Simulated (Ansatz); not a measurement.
# CdS (Hawleyite, F-43m): phonons and vibrational spectra

Task: relax CdS (Hawleyite, F-43m), then find its harmonic phonons.

Calculated with Ansatz 0.2.0; DFT LDA, scalar-relativistic, plane waves, PAW; PAW set soft_1.

This is a report of a sequence of runs, with most program output left out.

## 1. Starting point

The structure is cubic, space group F-43m (No. 216). Conventional cell: a = 5.833 Å, b = 5.833 Å, c = 5.833 Å, α = 90.00°, β = 90.00°, γ = 90.00°. Nearest to Cd lie 4 S at 2.53 Å. Nearest to S lie 4 Cd at 2.53 Å. Farther neighbours and most contacts between anions are not listed.

## 2. Bringing the structure to rest

The cell and atoms are relaxed, since residual forces and stress would shift the frequencies.

Contents of input.yaml:

```yaml
crystal:
  lattice:
    - [0.0, 2.9165, 2.9165]
    - [2.9165, 0.0, 2.9165]
    - [2.9165, 2.9165, 0.0]
  atoms:
    - { symbol: Cd, position: [0.0, 0.0, 0.0] }
    - { symbol: S, position: [0.25, 0.25, 0.25] }
kpoints:
  mp_grid: { grid: [8, 8, 8] }
hamiltonian:
  xc: lda
  pseudopotentials: { kind: paw, azcp: { folder: soft_1 }, xc_functional: pbe }
scf:
  occupations: { method: gaussian, width: 0.02 }
output:
  forces: true
  stress: true
  eigenvalues: true
  write_density: true
  write_potential: true
  elf: true
  volumetric_format: npy
relax:
  adjacent_minimum: "off"
  f_tol: 0.005
  max_steps: 80
  cell: { stress_tol: 0.05 }
```

Run with:

```bash
> ansatz run input.yaml --threads 4 --pin off --max-ram 10240MiB --backend cpu --events-out ev --progress --plain --runs-dir out
```

Elapsed: 2.4 s, on 4 threads of Arm Neoverse V1, shared host; peak memory 0.34 GiB; 8.3 s of CPU time.

The steps of the relaxation:

| step | energy less that of the first step (eV) | largest force component (eV/Å) | pressure (GPa) | volume (Å³) |
| --- | --- | --- | --- | --- |
| 1 | 0.0000 | 0.0000 | -2.45 | 49.62 |
| 2 | -0.0155 | 0.0000 | 0.00 | 47.70 |
| 3* | -0.0152 | 0.0000 | 0.00 | 47.70 |

Relaxation steps marked * repeat the geometry before them on a plane-wave basis chosen anew for their cell, so energy and pressure can jump there.

The run keeps the 24 symmetry operations that it works with, so distortions that break them were not tested.

| conventional cell, symmetrised | before | after | change |
| --- | --- | --- | --- |
| a (Å) | 5.833 | 5.757 | -1.3 % |
| b (Å) | 5.833 | 5.757 | -1.3 % |
| c (Å) | 5.833 | 5.757 | -1.3 % |
| volume (Å³/atom) | 24.81 | 23.85 | -3.9 % |

The relaxed structure:

```cif
data_structure
_symmetry_space_group_name_H-M 'P 1'
_symmetry_Int_Tables_number 1
_cell_length_a 4.0707
_cell_length_b 4.0707
_cell_length_c 4.0707
_cell_angle_alpha 60.000
_cell_angle_beta 60.000
_cell_angle_gamma 60.000
_cell_volume 47.70
loop_
_atom_site_label
_atom_site_type_symbol
_atom_site_fract_x
_atom_site_fract_y
_atom_site_fract_z
_atom_site_occupancy
Cd1 Cd 0.00000 0.00000 0.00000 1
S2 S 0.25000 0.25000 0.25000 1
```

Numbers from this step:

| Property | Result |
| --- | --- |
| pressure | 0.002182 GPa |
| gap on the k-mesh | 0.9467 eV |
| volume per atom | 23.85 Å³ |
| direct gap on mesh | 0.9467 eV |

ELF in the ac plane of a cell with a along [110], b along [-110] and c along [001] of the cube at fractional y = 0.000, with atoms of Cd and S within 0.2 Å of it. It is the smooth field of the valence electrons, not physical close to the nuclei.

Ten even steps from '_' (0.01) to '@' (0.90), each cell a mean:
```
%%++::::++####++::--++%%##==::--**##**--::==##
==--::++%%@@@@%%==::--====::--##@@@@@@##--::==
::::--%%@@****@@%%--::::::::**@@##++##@@++::::
..::**@@##....##@@++::....--%%%%--__--%%%%--..
__::**%%##::::##%%**::__..==%%%%==..==%%%%==..
__..++%%%%%%%%%%##++..____--**%%%%##%%%%**--__
____--**##%%%%##++::______..==##%%%%%%##==..__
______::==++++==::__________..--++**++--..____
________..::::..______________....::....______
______________________________________________
______________________________________________
....________________......__________________..
......____________............__________......
----::..________..::------::::..______..::::--
**==--::........::--==**++--::..........::--++
@@**--::::----::::--**@@%%==::..------..::==%%
```
Columns run along a (8.1 Å), rows up along c (5.8 Å), edges of the conventional cell, whose origin can differ from the input's. Atoms in or near the plane, at fractional coordinates: Cd at (0.50, 0.00), Cd at (0.00, 0.00), S at (0.75, 0.75), S at (0.25, 0.75).

Valence density in the ac plane of a cell with a along [110], b along [-110] and c along [001] of the cube at fractional y = 0.000, with atoms of Cd and S within 0.2 Å of it. It is the smooth field of the valence electrons, not physical close to the nuclei.

Values in e/Å³, 9 rows by 16 columns, each cell a mean:
```
11  3  0  0  0  0  1  8 11  3  0  0  0  0  1  8
 1  0  1  1  1  1  0  1  1  0  1  1  1  1  0  1
 0  0  1  1  1  1  0  0  0  0  1  1  1  1  0  0
 0  0  0  1  1  0  0  0  0  0  0  1  1  0  0  0
 0  0  0  0  0  0  0  0  0  0  0  0  0  0  0  0
 0  0  0  0  0  0  0  0  0  0  0  0  0  0  0  0
 0  0  0  0  0  0  0  0  0  0  0  0  0  0  0  0
 2  0  0  0  0  0  0  1  2  0  0  0  0  0  0  1
16  4  0  0  0  0  1 12 16  4  0  0  0  0  1 12
```
Columns run along a (8.1 Å), rows up along c (5.8 Å), edges of the conventional cell, whose origin can differ from the input's. Atoms in or near the plane, at fractional coordinates: Cd at (0.50, 0.00), Cd at (0.00, 0.00), S at (0.75, 0.75), S at (0.25, 0.75).

Electrostatic potential energy in the ac plane of a cell with a along [110], b along [-110] and c along [001] of the cube at fractional y = 0.000, with atoms of Cd and S within 0.2 Å of it. With pseudopotentials it is smooth inside the atoms' cores, unlike the true potential.

Ten even steps from '_' (-32 eV) to '@' (13 eV), each cell a mean:
```
..::==%%@@%%%%@@%%==::....--**%%@@%%@@%%**--..
--==**%%##++++##%%**==----++##%%**++**%%##++--
**##%%##::____::##%%##****##%%++______++%%##**
@@@@%%**__....__**%%@@@@@@@@%%--__..__--%%@@@@
@@@@@@**..____..**@@@@@@@@@@%%--______==%%@@@@
@@@@@@%%++....++%%@@@@@@@@@@@@##--..--##@@@@@@
@@@@@@@@%%####%%@@@@@@@@@@@@@@@@%%##%%@@@@@@@@
@@@@@@@@@@@@@@@@@@@@@@@@@@@@@@@@@@@@@@@@@@@@@@
@@@@@@@@@@@@@@@@@@@@@@@@@@@@@@@@@@@@@@@@@@@@@@
@@@@@@@@@@@@@@@@@@@@@@@@@@@@@@@@@@@@@@@@@@@@@@
@@@@@@@@@@@@@@@@@@@@@@@@@@@@@@@@@@@@@@@@@@@@@@
@@@@@@@@@@@@@@@@@@@@@@@@@@@@@@@@@@@@@@@@@@@@@@
%%%%@@@@@@@@@@@@@@@@%%%%%%%%@@@@@@@@@@@@@@%%%%
==++##@@@@@@@@@@@@##++====**%%@@@@@@@@@@%%**==
::--++%%@@@@@@@@%%++--::::==##@@@@@@@@@@##==::
__::==##@@@@@@@@##==::__..--**%%@@@@@@%%**--..
```
Columns run along a (8.1 Å; values clipped at the 3rd and 97th percentile), rows up along c (5.8 Å), edges of the conventional cell, whose origin can differ from the input's. Atoms in or near the plane, at fractional coordinates: Cd at (0.50, 0.00), Cd at (0.00, 0.00), S at (0.75, 0.75), S at (0.25, 0.75).

In this step the volume went from 24.81 to 23.85 Å³/atom.

## 3. Tight relaxation, k-mesh 8×8×8

Phonons need a cell at rest on their own settings, so the relaxation is repeated with tight tolerances on forces and stress on the k mesh and occupations of the first response run.

input.yaml, the sections that differ from step 2:

```yaml
crystal:
  lattice:
    - [0.0, 2.8784341488, 2.8784341488]
    - [2.8784341488, 0.0, 2.8784341488]
    - [2.8784341488, 2.8784341488, 0.0]
  atoms:
    - { symbol: Cd, position: [0.0, 0.0, 0.0] }
    - { symbol: S, position: [0.25, 0.25, 0.25] }
scf:
  occupations: { method: fixed }
output:
  forces: true
  stress: true
  eigenvalues: true
relax:
  adjacent_minimum: "off"
  f_tol: 0.001
  max_steps: 60
  cell: { stress_tol: 0.01 }
# kpoints, hamiltonian: as in step 2
```

It took 1.6 s on 4 threads; peak memory 0.32 GiB; 5.6 s of CPU time.

Little changed from the start: no atom moved by 0.005 Å and no cell edge by 0.1 %.

Numbers from this step:

| Quantity | Value |
| --- | --- |
| pressure | 0.002184 GPa |

The forces vanish by symmetry and the pressure is 0.002 GPa, within the tolerances set. The cell now holds 23.85 Å³/atom.

## 4. A first phonon run

The phonons are first tried on the mesh that the gap suggested.

input.yaml, as its differences from that of step 3:

```diff
@@ -16,9 +16,6 @@
 output:
-  forces: true
-  stress: true
   eigenvalues: true
-relax:
-  adjacent_minimum: "off"
-  f_tol: 0.001
-  max_steps: 60
-  cell: { stress_tol: 0.01 }
+phonons:
+  method: dfpt
+  dielectric: true
+  rigid_motions: translations
```

Run time: 18 s. Hardware: 4 threads; peak memory 0.61 GiB.

Numbers from this step:

* sum-rule residual before enforcement: 5.44e-5 eV/Å²
* miss of the charge sum rule: 2.10e-4 e
* estimated error of the dielectric tensor: 0.01696
* estimated error of the Born charges: 0.02072 e
* point group: -43m
* highest optical mode at the zone centre (no LO-TO term): 243.9 cm⁻¹
* lowest optical zone-centre mode: 243.9 cm⁻¹
* mean high-frequency dielectric constant: 6.629
* largest Born charge (third of the trace): 2.134 e
* mean static dielectric constant: 9.794
* top of the zone-centre spectrum with the field: 296.5 cm⁻¹

The highest optical mode at Γ without the field comes at 243.9 cm⁻¹, but the log warns of the mesh: “the force constants stand on the 8×8×8 k-mesh, whose period is 10.85 times the interband length at k = (0.0000, 0.0000, 0.0000), direct gap 0.947 eV, under 14: take them and everything formed from them as unconverged”.

## 5. Tight relaxation, k-mesh 12×12×12

The k mesh is raised to 12×12×12 since a zone-centre run on the first mesh warned that it was too coarse for the force constants, and the cell is relaxed again on it.

input.yaml, the sections that differ from step 4:

```yaml
kpoints:
  mp_grid: { grid: [12, 12, 12] }
output:
  forces: true
  stress: true
  eigenvalues: true
relax:
  adjacent_minimum: "off"
  f_tol: 0.001
  max_steps: 60
  cell: { stress_tol: 0.01 }
# crystal, hamiltonian, scf: as in step 4
# phonons: removed
```

Wall time 3.5 s (4 threads); peak memory 0.37 GiB; 13 s of CPU time.

Little changed from the start: no atom moved by 0.005 Å and no cell edge by 0.1 %.

This step gave:

```
pressure           : 0.002162 GPa
gap on the k-mesh  : 0.9471 eV
direct gap on mesh : 0.9471 eV
```

The forces vanish by symmetry and the pressure is 0.002 GPa, within the tolerances set. The cell now holds 23.85 Å³/atom.

## 6. Linear response at the zone centre

The zone centre comes first: it holds the modes that light can see, as far as symmetry allows. The response to a homogeneous field gives the Born charges and the dielectric tensor.

input.yaml, as its differences from that of step 5:

```diff
@@ -16,9 +16,6 @@
 output:
-  forces: true
-  stress: true
   eigenvalues: true
-relax:
-  adjacent_minimum: "off"
-  f_tol: 0.001
-  max_steps: 60
-  cell: { stress_tol: 0.01 }
+phonons:
+  method: dfpt
+  dielectric: true
+  rigid_motions: translations
```

The job ended after 47 s (4 threads; peak memory 1.1 GiB; 3 min of CPU time).

Numbers from this step:

- sum-rule residual before enforcement: 8.04e-5 eV/Å²
- miss of the charge sum rule: 1.72e-4 e
- estimated error of the dielectric tensor: 0.01695
- estimated error of the Born charges: 0.02075 e
- mean static dielectric constant: 9.793

Without the LO-TO term. Patterns of degenerate modes are one choice out of their space. The modes at Γ (shares of kinetic energy by element, %):

| mode | frequency (cm⁻¹) | symmetry | Cd % | S % |
| --- | --- | --- | --- | --- |
| 1 | 0.0 | acoustic | 78 | 22 |
| 2 | 0.0 | acoustic | 78 | 22 |
| 3 | 0.0 | acoustic | 78 | 22 |
| 4 | 243.9 | T2 | 22 | 78 |
| 5 | 243.9 | T2 | 22 | 78 |
| 6 | 243.9 | T2 | 22 | 78 |

Displacements in mode 4 (243.9 cm⁻¹), the largest set to 1:
```
Cd1  0.00 -0.29  0.00
S2   0.00  1.00  0.00
```

Optical modes at the zone centre, without and with the macroscopic field of the longitudinal modes; each column is sorted by frequency, so a row need not hold one and the same mode. Modes with and without the field, by row:

| rank among optical modes | no field (cm⁻¹) | q along (1, 0, 0) (cm⁻¹) |
| --- | --- | --- |
| 1 | 243.9 | 243.9 |
| 2 | 243.9 | 243.9 |
| 3 | 243.9 | 296.5 |

Born charge (rows field, columns displacement) (e), principal values of the symmetric part by kind of site:

| atom | atoms with these values | low | middle | high | mean |
| --- | --- | --- | --- | --- | --- |
| Cd1 | 1 | 2.13 | 2.13 | 2.13 | 2.13 |
| S2 | 1 | -2.13 | -2.13 | -2.13 | -2.13 |

In full for Cd1:

```
2.13 0.00 0.00
0.00 2.13 0.00
0.00 0.00 2.13
```

High-frequency dielectric tensor:

```
6.63 0.00 0.00
0.00 6.63 0.00
0.00 0.00 6.63
```

Static dielectric tensor (ions relaxed, fixed cell):

```
9.79 0.00 0.00
0.00 9.79 0.00
0.00 0.00 9.79
```

Transverse modes. Infrared lines, with heights relative to the strongest:

| position (cm⁻¹) | label | relative intensity |
| --- | --- | --- |
| 244 | T2 | 100 |

Before it was imposed, the acoustic sum rule was missed by 8.0e-5 eV/Å² and the charge sum rule by 1.7e-4 e. Small misses are needed for a sound result but don't prove that mesh and cutoff are converged. Against the first mesh the highest mode moved by +0.0 cm⁻¹. The lowest optical mode is real, 244 cm⁻¹.

The log warns of the k mesh: “the force constants stand on the 12×12×12 k-mesh, whose period is 12.31 times the interband length at k = (0.0000, 0.0000, 0.0000), direct gap 0.947 eV, under 14: take them and everything formed from them as unconverged”.

## 7. Phonons on a q mesh

Stability and thermal properties need the whole zone. Linear response on a 4×4×4 q mesh gives force constants as far as a supercell of that size would, and the tensors from the zone-centre run are typed in so that the long-range dipole term is interpolated apart.

input.yaml, the sections that differ from step 6:

```yaml
phonons:
  method: dfpt
  qmesh: [4, 4, 4]
  temperatures: { t_max: 1000, t_step: 50 }
  qpath:
    path:
      - [[0.0, 0.0, 0.0], [-0.5, -0.5, 0.0], [-0.375, -0.375, 0.25]]
      - [[-0.375, 0.0, 0.375], [0.0, 0.0, 0.0], [0.0, 0.0, 0.5], [-0.5, -0.25, 0.25], [-0.5, -0.5, 0.0]]
    npoints: 10
  non_analytic_term:
    high_frequency_dielectric_tensor: [[6.6288, 0.0, 0.0], [0.0, 6.6288, 0.0], [0.0, 0.0, 6.6288]]
    born_effective_charges:
      - { species: Cd, tensor: [[2.1338, 0.0, 0.0], [0.0, 2.1338, 0.0], [0.0, 0.0, 2.1338]] }
      - { species: S, tensor: [[-2.1338, 0.0, 0.0], [0.0, -2.1338, 0.0], [0.0, 0.0, -2.1338]] }
    source: "zone-centre run at this cell"
# crystal, kpoints, hamiltonian, scf, output: as in step 6
```

Run time: 4.9 min. Hardware: 4 threads; peak memory 2.9 GiB; 19 min of CPU time.

This step gave:

| Item | Value |
| --- | --- |
| sum-rule residual before enforcement | 4.79e-6 eV/Å² |
| lowest frequency on the path | 0 cm⁻¹ |
| highest frequency on the path or at a solved wavevector | 306.7 cm⁻¹ |
| mean frequency | 180.4 cm⁻¹ |
| Debye temperature (second moment) | 389 K |
| logarithmic mean frequency | 140.7 cm⁻¹ |
| lowest mode on the q mesh (acoustic modes at Γ apart) | 34.04 cm⁻¹ |
| zero-point energy per atom | 33.55 meV |
| heat capacity at 300 K | 23.02 J/(mol atoms K) |
| vibrational entropy at 300 K | 35.75 J/(mol atoms K) |
| edges of the widest gap between branches, on path and mesh | 151, 244 cm⁻¹ |

Frequencies (cm⁻¹) solved at each irreducible wavevector; negative means imaginary. Frequencies by wavevector, by row:

| q in reciprocal lattice units | star | mode 1 | mode 2 | mode 3 | mode 4 | mode 5 | mode 6 |
| --- | --- | --- | --- | --- | --- | --- | --- |
| 0 0 0 | 1 | 0 | 0 | 0 | 243.9 | 243.9 | 243.9 |
| 0 0 0.25 | 8 | 34 | 34 | 101.3 | 254.8 | 254.8 | 301.4 |
| 0 0 -0.5 | 4 | 41.5 | 41.5 | 138.2 | 263.5 | 263.5 | 306.7 |
| 0 0.25 0.25 | 6 | 47.6 | 47.6 | 105.6 | 267.3 | 267.3 | 297.6 |
| 0 0.25 -0.5 | 24 | 51.3 | 68.4 | 135.3 | 275.5 | 281.6 | 302.6 |
| 0 0.25 -0.25 | 12 | 46.2 | 69.8 | 124.9 | 264.9 | 281.3 | 302.9 |
| 0 -0.5 -0.5 | 3 | 53.6 | 53.6 | 151 | 285.6 | 285.6 | 295.6 |
| 0.25 -0.5 -0.25 | 6 | 63.2 | 74.3 | 139.5 | 282.8 | 288.9 | 302 |

Interpolated from a 4×4×4 q mesh, with the LO-TO term (at Γ the limit along the path; where Γ stands inside the path, tables give the limit on arrival). The phonon branches at the labelled points (cm⁻¹):

| point | branch 1 | branch 2 | branch 3 | branch 4 | branch 5 | branch 6 |
| --- | --- | --- | --- | --- | --- | --- |
| Γ | 0 | 0 | 0 | 244 | 244 | 296 |
| halfway | 48 | 48 | 106 | 267 | 267 | 298 |
| X | 54 | 54 | 151 | 286 | 286 | 296 |
| halfway | 53 | 61 | 148 | 284 | 286 | 298 |
| U | 52 | 71 | 142 | 279 | 287 | 303 |
| jump to K | 52 | 71 | 142 | 279 | 287 | 303 |
| halfway | 38 | 62 | 107 | 258 | 271 | 299 |
| Γ | 0 | 0 | 0 | 244 | 244 | 296 |
| halfway | 34 | 34 | 101 | 255 | 255 | 301 |
| L | 42 | 42 | 138 | 264 | 264 | 307 |
| halfway | 53 | 67 | 136 | 272 | 280 | 305 |
| W | 63 | 74 | 140 | 283 | 289 | 302 |
| halfway | 58 | 64 | 146 | 284 | 287 | 299 |
| X | 54 | 54 | 151 | 286 | 286 | 296 |

Tetrahedra on a 20×20×20 mesh, mean over bins of 5 cm-1. Interpolated from a 4×4×4 q mesh. Table of phonon density of states by wavenumber; read off at these points:

| wavenumber (cm⁻¹) | phonon density of states (1/cm⁻¹/cell) |
| --- | --- |
| 2 | 4.0e-5 |
| 12 | 0.00101 |
| 18 | 0.00223 |
| 28 | 0.00604 |
| 38 | 0.0155 |
| 42 | 0.0375 |
| 52 | 0.0829 |
| 62 | 0.0450 |
| 68 | 0.0472 |
| 78 | 0.00177 |
| 82 | 0.00214 |
| 92 | 0.00322 |
| 102 | 0.00493 |
| 108 | 0.00623 |
| 118 | 0.0102 |
| 128 | 0.0201 |
| 132 | 0.0381 |
| 138 | 0.0524 |
| 142 | 0.0187 |
| 152 | 2.6e-4 |
| 158 | 0 |
| 168 | 0 |
| 178 | 0 |
| 182 | 0 |
| 192 | 0 |
| 202 | 0 |
| 208 | 0 |
| 218 | 0 |
| 228 | 0 |
| 232 | 0 |
| 242 | 3.5e-4 |
| 248 | 0.00712 |
| 258 | 0.0242 |
| 268 | 0.0575 |
| 272 | 0.0609 |
| 282 | 0.0779 |
| 292 | 2.0e-5 |
| 298 | 0.0585 |
| 302 | 0.115 |
| 308 | 0.0265 |

The partial phonon density of states has structure finer than the step of the table below, so its rows give means over 10 cm⁻¹, whole bins alone (the curve runs from -10 to 326 cm⁻¹). Peaks (cm⁻¹: height): Cd 53.4: 0.0684, 135.7: 0.0498, 268.8: 0.00867; S 281.5: 0.0693, 302.6: 0.0934.

Phonopy on the run's constants, 17x17x17 mesh, Gaussian sigma 2.4 cm-1. Interpolated from a 4×4×4 q mesh. Table of partial phonon density of states by wavenumber; means over each step; values in 1/cm⁻¹/cell:

| wavenumber (cm⁻¹) | Cd | S |
| --- | --- | --- |
| 0 | 6.6e-5 | 2.0e-5 |
| 10 | 6.6e-4 | 1.8e-4 |
| 20 | 0.00248 | 6.5e-4 |
| 30 | 0.00661 | 0.00158 |
| 40 | 0.0223 | 0.00463 |
| 50 | 0.0546 | 0.00949 |
| 60 | 0.0497 | 0.00736 |
| 70 | 0.0358 | 0.00463 |
| 80 | 0.00413 | 6.4e-4 |
| 90 | 0.00245 | 4.4e-4 |
| 100 | 0.00388 | 6.0e-4 |
| 110 | 0.00632 | 7.8e-4 |
| 120 | 0.0112 | 9.9e-4 |
| 130 | 0.0289 | 0.00132 |
| 140 | 0.0324 | 6.7e-4 |
| 150 | 0.00472 | 3.1e-5 |
| 160 | 2.2e-5 | 0 |
| 170 | 0 | 0 |
| 180 | 0 | 0 |
| 190 | 0 | 0 |
| 200 | 0 | 0 |
| 210 | 0 | 0 |
| 220 | 0 | 0 |
| 230 | 0 | 0 |
| 240 | 1.8e-4 | 6.5e-4 |
| 250 | 0.00222 | 0.00901 |
| 260 | 0.00585 | 0.0283 |
| 270 | 0.00846 | 0.0497 |
| 280 | 0.00706 | 0.0639 |
| 290 | 0.00221 | 0.0264 |
| 300 | 0.00652 | 0.0676 |
| 310 | 0.00147 | 0.0199 |
| 320 | 1.5e-7 | 4.8e-6 |

Second derivatives of the energy by pair, one row for each kind of neighbour of each atom listed. Each entry sums the pair over the periodic images of the supercell that the q mesh stands for, and in a polar crystal it holds the long-range dipole part too. Force constants by pair, by row:

| atom | neighbour | distance (Å) | third of the trace (eV/Å²) | along the pair's line (eV/Å²) |
| --- | --- | --- | --- | --- |
| Cd1 | itself | 0 | 6.479 | – |
| Cd1 | S | 2.493 | -1.533 | -4.339 |
| Cd1 | Cd | 4.071 | -0.0193 | -0.4838 |
| Cd1 | S | 4.773 | -0.0137 | 0.1198 |
| Cd1 | Cd | 5.757 | -0.0123 | -0.0756 |
| Cd1 | S | 6.273 | 0.043 | 0.1661 |
| Cd1 | Cd | 7.051 | -0.0207 | -0.08 |
| Cd1 | S | 7.478 | -7.00e-4 | 0.0268 |
| Cd1 | S | 7.478 | 0.0084 | 0.0348 |
| S2 | itself | 0 | 8.462 | – |
| S2 | Cd | 2.493 | -1.533 | -4.339 |
| S2 | S | 4.071 | -0.1972 | -0.6552 |
| S2 | Cd | 4.773 | -0.0137 | 0.1198 |
| S2 | S | 5.757 | 0.004 | -0.0415 |
| S2 | Cd | 6.273 | 0.043 | 0.1661 |
| S2 | S | 7.051 | -0.0111 | -0.052 |
| S2 | Cd | 7.478 | -7.00e-4 | 0.0268 |
| S2 | Cd | 7.478 | 0.0084 | 0.0348 |

(Continued in part 2 of 2.)

[Logs are printed without paths, hosts, clocks, repeated set-up lines and the standing remarks that a program may print on its own settings, such as how far it seeks lower states.]

[Hosts, paths, dates, database ids (printed as entryN), source tags and the programs' standing remarks are cut or masked in the printed files.]
